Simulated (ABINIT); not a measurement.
# Al2O3 (Corundum): G0W0 with ABINIT, start to end, part 3 of 3

Wanted: ground state, empty states, screening and self-energy for Al2O3 (Corundum).

ABINIT 10.8.3; PBE and many-body steps on it, plane waves. Known limits of the many-body steps: not at the basis limit; coarse k mesh.

So far. Step 4 (Empty states on the mesh, 2×2×2 mesh, 170 bands): On this mesh the gap is 6.266 eV. Step 5 (Screening, 2×2×2 mesh, 156 bands, screening to 106.1 eV): Local fields lower ε∞ by 6 %. On a Γ-centred mesh this coarse the value itself is usually too large, while a short band sum pulls it down.

## (6) Self-energy, 2×2×2 mesh, 156 bands, screening to 106.1 eV

The self-energy is evaluated for the states that the input lists, and the levels follow from it, in one-shot runs by the linearised quasiparticle equation.

This step: G0W0 on PBE, plane waves, norm-conserving pseudopotentials.

Input file run.abi:

```
acell 3*1.0 Angstrom
rprim 
  2.380249999995 1.374237978213 4.331866666707
  -2.380249999995 1.374237978213 4.331866666707
  -0.000000000000 -2.748475956495 4.331866666685
ntypat 2
znucl 13 8
natom 10
typat 1 1 1 1 2 2 2 2 2 2
xred 
  0.352160000000 0.352160000000 0.352160000000
  0.147840000000 0.147840000000 0.147840000000
  0.647840000000 0.647840000000 0.647840000000
  0.852160000000 0.852160000000 0.852160000000
  0.556680000000 0.943320000000 0.250000000000
  0.250000000000 0.556680000000 0.943320000000
  0.943320000000 0.250000000000 0.556680000000
  0.443320000000 0.056680000000 0.750000000000
  0.750000000000 0.443320000000 0.056680000000
  0.056680000000 0.750000000000 0.443320000000
pp_dirpath "pseudos"
pseudos "Al.upf, O.upf"
ecut 36
ngkpt 2 2 2
nshiftk 1
shiftk 0 0 0
kptopt 1
chksymbreak 0
istwfk *1
occopt 1
irdwfk 1
optdriver 4
nband 156
gwcalctyp 0
ecutsigx 36
symsigma 1
nkptgw 4
kptgw 
  0.0000000000 0.0000000000 0.0000000000
  0.5000000000 0.0000000000 0.0000000000
  0.5000000000 0.5000000000 0.0000000000
  0.5000000000 0.5000000000 0.5000000000
bdgw 
  7 30
  7 30
  7 30
  7 30
ecuteps 3.9
irdscr 1
ppmodel 1
indata_prefix "in"
outdata_prefix "out"
tmpdata_prefix "tmp"
```

On the command line:

```sh
> OMP_NUM_THREADS=1 mpirun -n 4 abinit run.abi > log
```

Numbers of over 12 decimals in the logs are rounded to 6 here.

What it wrote:

```text
.Version 10.8.3 of ABINIT. v10.8.2 released Aug 2026.

 Symmetries : space group R-3 c (#167); Bravais hR (rhombohedral)
[... echo of the input left out ...]
== DATASET  1 ==================================================================
-   mpi_nproc: 4, omp_nthreads: 1 (-1 if OMP is not activated)

--- !DatasetInfo
iteration_state: {dtset: 1, }
dimensions: {natom: 10, nkpt: 4, mband: 156, nsppol: 1, nspinor: 1, nspden: 1, mpw: 5936, }
cutoff_energies: {ecut:  36.0, pawecutdg:  -1.0, }
electrons: {nelect:   4.80000000E+01, charge:   0.00000000E+00, occopt:   1.00000000E+00, tsmear:   1.00000000E-02, }

 SIGMA: Calculation of the GW corrections

 Based on a program developped by R.W. Godby, V. Olevano, G. Onida, and L. Reining.
 Incorporated in ABINIT by V. Olevano, G.-M. Rignanese, and M. Torrent.
.Using double precision arithmetic ; gwpc =  8

[... cell and pseudopotentials left out ...]
--------------------------------------------------------------------------------

 ==== K-mesh for the wavefunctions ====
 Number of points in the irreducible wedge :     4
[... list of points left out ...]
 Together with 12 symmetry operations and time-reversal symmetry
 yields     8 points in the full Brillouin Zone.

 ==== Q-mesh for screening function ====
 Number of points in the irreducible wedge :     4
[... list of points left out ...]
 Together with 12 symmetry operations and time-reversal symmetry
 yields     8 points in the full Brillouin Zone.

 vcoul_init : cutoff-mode = AUXILIARY_FUNCTION
 q-points for optical limit:   1
     1)      0.000010    0.000020    0.000030
 setmesh: FFT mesh size selected  =    54x   54x   54
          total number of points  =       157464

 Number of electrons calculated from density =   48.0000; Expected =   48.0000
 average of density, n =  0.083663
 r_s =    1.4184
 omega_plasma =   27.9012 [eV]

 === KS Band Gaps ===
  >>>> For spin  1
   Minimum direct gap =   6.2663 [eV], located at k-point      :   0.0000  0.0000  0.0000
   Fundamental gap    =   6.2663 [eV], Top of valence bands at :   0.0000  0.0000  0.0000
                                       Bottom of conduction at :   0.0000  0.0000  0.0000
 SIGMA fundamental parameters:
 PLASMON POLE MODEL  1
 number of plane-waves for SigmaX                 5879
 number of plane-waves for SigmaC and W            205
 number of plane-waves for wavefunctions          5879
 number of bands                                   156
 number of independent spin polarizations            1
 number of spinorial components                      1
 number of k-points in IBZ                           4
 number of q-points in IBZ                           4
 number of symmetry operations                      12
 number of k-points in BZ                            8
 number of q-points in BZ                            8
 number of frequencies for dSigma/dE                 9
 frequency step for dSigma/dE [eV]                0.25
 number of omega for Sigma on real axis              0
 max omega for Sigma on real axis  [eV]           0.00
 zcut for avoiding poles [eV]                     0.10

 EPSILON^-1 parameters (SCR file):
 dimension of the eps^-1 matrix on file            205
 dimension of the eps^-1 matrix used               205
 number of plane-waves for wavefunctions          5879
 number of bands                                   156
 number of q-points in IBZ                           4
 number of frequencies                               2
 number of real frequencies                          1
 number of imag frequencies                          1

 matrix elements of self-energy operator (all in [eV])

 Perturbative Calculation

--- !SelfEnergy_ee
iteration_state: {dtset: 1, }
kpoint     : [   0.000,    0.000,    0.000, ]
spin       : 1
KS_gap     :    6.266
QP_gap     :    8.273
Delta_QP_KS:    2.007
data: !SigmaeeData |
     Band     E0 <VxcDFT>   SigX SigC(E0)      Z dSigC/dE  Sig(E)    E-E0       E
        7  -1.700 -15.502 -21.952   4.484   0.806  -0.241 -17.086  -1.584  -3.284
        8  -0.700 -15.988 -22.187   4.391   0.812  -0.232 -17.455  -1.467  -2.166
        9  -0.352 -16.378 -22.522   4.355   0.817  -0.224 -17.840  -1.461  -1.813
       10  -0.352 -16.378 -22.522   4.355   0.817  -0.224 -17.840  -1.461  -1.813
       11   0.775 -16.907 -22.815   4.277   0.816  -0.226 -18.237  -1.331  -0.555
       12   0.872 -16.375 -22.364   4.312   0.816  -0.226 -17.743  -1.369  -0.496
       13   0.872 -16.375 -22.364   4.312   0.816  -0.226 -17.743  -1.369  -0.496
       14   1.879 -16.434 -22.228   4.181   0.820  -0.219 -17.757  -1.323   0.556
       15   2.235 -17.454 -23.020   4.130   0.821  -0.218 -18.634  -1.179   1.056
       16   3.751 -19.734 -24.819   4.136   0.824  -0.213 -20.517  -0.783   2.968
[...]
--- !SelfEnergy_ee
iteration_state: {dtset: 1, }
kpoint     : [   0.500,    0.000,    0.000, ]
spin       : 1
KS_gap     :    9.763
QP_gap     :   12.278
Delta_QP_KS:    2.515
data: !SigmaeeData |
     Band     E0 <VxcDFT>   SigX SigC(E0)      Z dSigC/dE  Sig(E)    E-E0       E
[...]
--- !SelfEnergy_ee
iteration_state: {dtset: 1, }
kpoint     : [   0.500,    0.500,    0.000, ]
spin       : 1
KS_gap     :    9.934
QP_gap     :   12.070
Delta_QP_KS:    2.137
data: !SigmaeeData |
     Band     E0 <VxcDFT>   SigX SigC(E0)      Z dSigC/dE  Sig(E)    E-E0       E
[...]
--- !SelfEnergy_ee
iteration_state: {dtset: 1, }
kpoint     : [   0.500,    0.500,    0.500, ]
spin       : 1
KS_gap     :    9.087
QP_gap     :   11.411
Delta_QP_KS:    2.324
data: !SigmaeeData |
     Band     E0 <VxcDFT>   SigX SigC(E0)      Z dSigC/dE  Sig(E)    E-E0       E
[...]
26  13.889 -13.830  -8.299  -3.592   0.856  -0.168 -12.170   1.660  15.549
       27  16.314 -10.386  -4.736  -3.906   0.868  -0.152  -8.873   1.513  17.827
       28  16.314 -10.386  -4.736  -3.906   0.868  -0.152  -8.873   1.513  17.827
       29  17.668 -15.278  -8.489  -3.929   0.842  -0.187 -12.869   2.409  20.076
       30  17.668 -15.278  -8.489  -3.929   0.842  -0.187 -12.869   2.409  20.076

 New Fermi energy :        3.205963E-01 Ha ,    8.723870E+00 eV

 === QP Band Gaps ===
  >>>> For spin  1
   Minimum direct gap =   8.2732 [eV], located at k-point      :   0.0000  0.0000  0.0000
   Fundamental gap    =   8.2732 [eV], Top of valence bands at :   0.0000  0.0000  0.0000
                                       Bottom of conduction at :   0.0000  0.0000  0.0000

== END DATASET(S) ==============================================================
================================================================================

 -outvars: echo values of variables after computation  --------
           etotal      0.0000000000E+00
            nband         156
             nkpt           4
          spgroup         167
 [... the other variables as echoed above ...]

 Calculation completed.
```

The job ended after 55 s (4 MPI ranks of Arm Neoverse V1, shared host; peak memory 1.7 GiB; 3.7 min of CPU time).

This step gave:

| Quantity | Value |
| --- | --- |
| G0W0 gap on the mesh | 8.273 eV |
| starting gap on the mesh | 6.266 eV |
| k of the valence top | 0, 0, 0 |
| k of the conduction bottom | 0, 0, 0 |
| Z at the valence top | 0.825 |
| Z at the conduction bottom | 0.86 |
| least direct G0W0 gap on the computed points | 8.273 eV |

The gap on the mesh goes from 6.27 eV to 8.27 eV, a correction of +2.01 eV.

Limits: finite bands, cutoff and mesh; coarse k mesh. v1 is the top filled band, c1 the lowest empty one. Levels before and after the correction, in eV, zero at the valence-band top of each column:

```tsv
	conduction bottom	valence top
Kohn-Sham	6.27	0.00
G0W0	8.27	0.00
```

```tsv
	level	energy (eV)
Kohn-Sham	Γ v4	-0.488
Kohn-Sham	Γ v3-v2	-0.045
Kohn-Sham	Γ v1	0.000
Kohn-Sham	Γ c1	6.266
Kohn-Sham	Γ c2	9.188
Kohn-Sham	Γ c3	10.777
Kohn-Sham	Γ c4	11.564
G0W0	Γ v4	-0.639
G0W0	Γ v3-v2	-0.036
G0W0	Γ v1	0.000
G0W0	Γ c1	8.273
G0W0	Γ c2	11.203
G0W0	Γ c3	13.283
G0W0	Γ c4	13.872
```

## (7) Where the time went

Times are wall times on 4 MPI ranks of Arm Neoverse V1, shared host, good to a factor of about two.

```tsv
step	time	share	memory (GiB)
ground state	84 s	31 %	0.52
bands along the symmetry lines	46 s	17 %	0.4
empty states on the mesh	49 s	18 %	0.4
screening	36 s	13 %	1.2
self-energy	55 s	20 %	1.7
```

## (8) Outcome

```yaml
pbe_gap: 6.27 eV, direct
g0w0_gap_on_the_mesh: 8.27 eV
gw_settings: 2×2×2 mesh, 156 bands, screening to 106.1 eV, Godby-Needs plasmon pole
known_limits: not at the basis limit; coarse k mesh
```

In words: G0W0 moves the gap on the mesh from 6.27 eV to 8.27 eV (+2.01 eV), with Z of 0.82 and 0.86 at the edges. Local fields lower the RPA ε∞ on this mesh from 3.33 to 3.13; a Γ-centred mesh this coarse tends to raise both, most where the direct gap is narrow, while a short band sum lowers them. The dearest step here is «ground state». Against experiment, by G0W0@PBE: the gap of 8.27 eV lies −0.43 eV from the measured 8.7 eV (optical, quoted 2018). An exciton line or allowed optical edge lies below the quasiparticle gap by the binding energy; a forbidden edge can push the onset above it. The calculation has static nuclei and no excitons; a measured gap holds zero-point and thermal motion, which mostly lowers it. Bands and cutoff are finite, so the gap is not at the basis limit. The miss can reach some tenths of an eV and take either sign; the mesh is an error of its own. The 2×2×2 mesh is coarse for this cell, which bears on the long-range parts of exchange and screening.

[Paths, hosts, dates, memory and timing lines, banners, echoed tables and standing remarks are left out of the program output.]

[Logs are printed without paths, hosts, clocks, repeated set-up lines and the standing remarks that a program may print on its own settings, such as how far it seeks lower states.]

[Runs of the session that timed out or met a known fault of the program may be left out.]

[Hosts, paths, dates, database ids (printed as entryN), source tags and the programs' standing remarks are cut or masked in the printed files.]

[G0W0 gaps are taken among the corrected bands and points alone; a level outside them can change the order at an edge.]

[Where Ansatz stands beside ABINIT at settings called matched, ABINIT's density can come from a denser mesh and the files from another edition; pairs whose starting gaps differed by over 0.03 eV were left out, so agreement reads better than it is.]
